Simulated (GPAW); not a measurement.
Consider CsMgF3 (Pm-3m).

```
Cs Mg F
1.0
     4.25231    0.00000    0.00000
     0.00000    4.25231    0.00000
     0.00000    0.00000    4.25231
Cs Mg F
1 1 3
Direct
  0.00000 0.00000 0.00000
  0.50000 0.50000 0.50000
  0.50000 0.50000 0.00000
  0.50000 0.00000 0.50000
  0.00000 0.50000 0.50000
```

Absorber: atom 2, with 6 F at 2.13 Å (octahedral, site symmetry m-3m). Method: GPAW, LDA, full core hole (charged cell), 10-atom cell with 6.0 Å between holes, 5×5×5 k points, dipole transitions, Gaussian full width 0.9 eV up to 4 eV, rising linearly to 3.5 eV at 25 eV.

**Question.** Where do the maxima of the Mg K edge fall?

Main maxima up to 24 eV above the zero (height): 4.7 eV (3.80), 8.4 eV (2.31), 11.6 eV (0.77) and 18.1 eV (0.68). A K edge sees empty p states on the absorber. The total-energy difference plus the lowest empty eigenvalue puts the zero at 1309.55 eV. One term is added: -12.89 eV, since the hole is spin-paired here and a spin-polarised one costs that much less in the free atom (computed apart). The photon energy is then 1296.66 eV. The tabulated edge of the element is 1303 eV. The functional and the charged cell's background leave an error in such absolute values: in the free atom LDA prices this hole 6.5 eV below PBE (computed apart), and PBE is itself good to a few eV.

The Mg K spectrum (energy from the lowest empty level; intensity scaled to a mean of 1 over the first 20 eV):

```tsv
E (eV)	intensity
-2.0	0.00
-1.5	0.00
-1.0	0.00
-0.5	0.00
0.0	0.00
0.5	0.01
1.0	0.01
1.5	0.01
2.0	0.00
2.5	0.04
3.0	0.51
3.5	1.64
4.0	2.42
4.5	3.53
5.0	3.46
5.5	1.81
6.0	1.19
6.5	1.47
7.0	1.58
7.5	1.72
8.0	2.11
8.5	2.30
9.0	1.87
9.5	1.17
10.0	0.75
10.5	0.67
11.0	0.73
11.5	0.77
12.0	0.75
12.5	0.72
13.0	0.68
13.5	0.63
14.0	0.58
14.5	0.52
15.0	0.48
15.5	0.48
16.0	0.51
16.5	0.56
17.0	0.62
17.5	0.66
18.0	0.68
18.5	0.67
19.0	0.65
19.5	0.61
20.0	0.58
20.5	0.53
21.0	0.49
21.5	0.43
22.0	0.38
22.5	0.32
23.0	0.29
23.5	0.27
24.0	0.29
24.5	0.34
25.0	0.40
25.5	0.47
26.0	0.52
26.5	0.54
27.0	0.54
27.5	0.52
28.0	0.49
28.5	0.46
29.0	0.42
29.5	0.39
30.0	0.36
30.5	0.33
31.0	0.31
31.5	0.30
32.0	0.30
```

The holes are only 6.0 Å apart, so the shape is probably not converged with cell size; no larger cell was run here. The mesh is coarse (0.30 Å⁻¹ between points), so small maxima may be mesh ripples. The structure is a computed Materials Project entry and may be a hypothetical form.

[Banner, clock and machine lines of the logs are left out without a mark of their own.]

[Logs are printed without paths, hosts, clocks, repeated set-up lines and the standing remarks that a program may print on its own settings, such as how far it seeks lower states.]

[Hosts, paths, dates, database ids (printed as entryN), source tags and the programs' standing remarks are cut or masked in the printed files.]

[Lists of maxima count a maximum above −3 eV only where it reaches 4 % of the highest in the window and stands out from its surroundings by 2 % of it (1.5 % where it reaches 55 %); shoulders and weaker maxima are passed over, and of the rest the first, up to two pre-edge ones and the few strongest are named.]
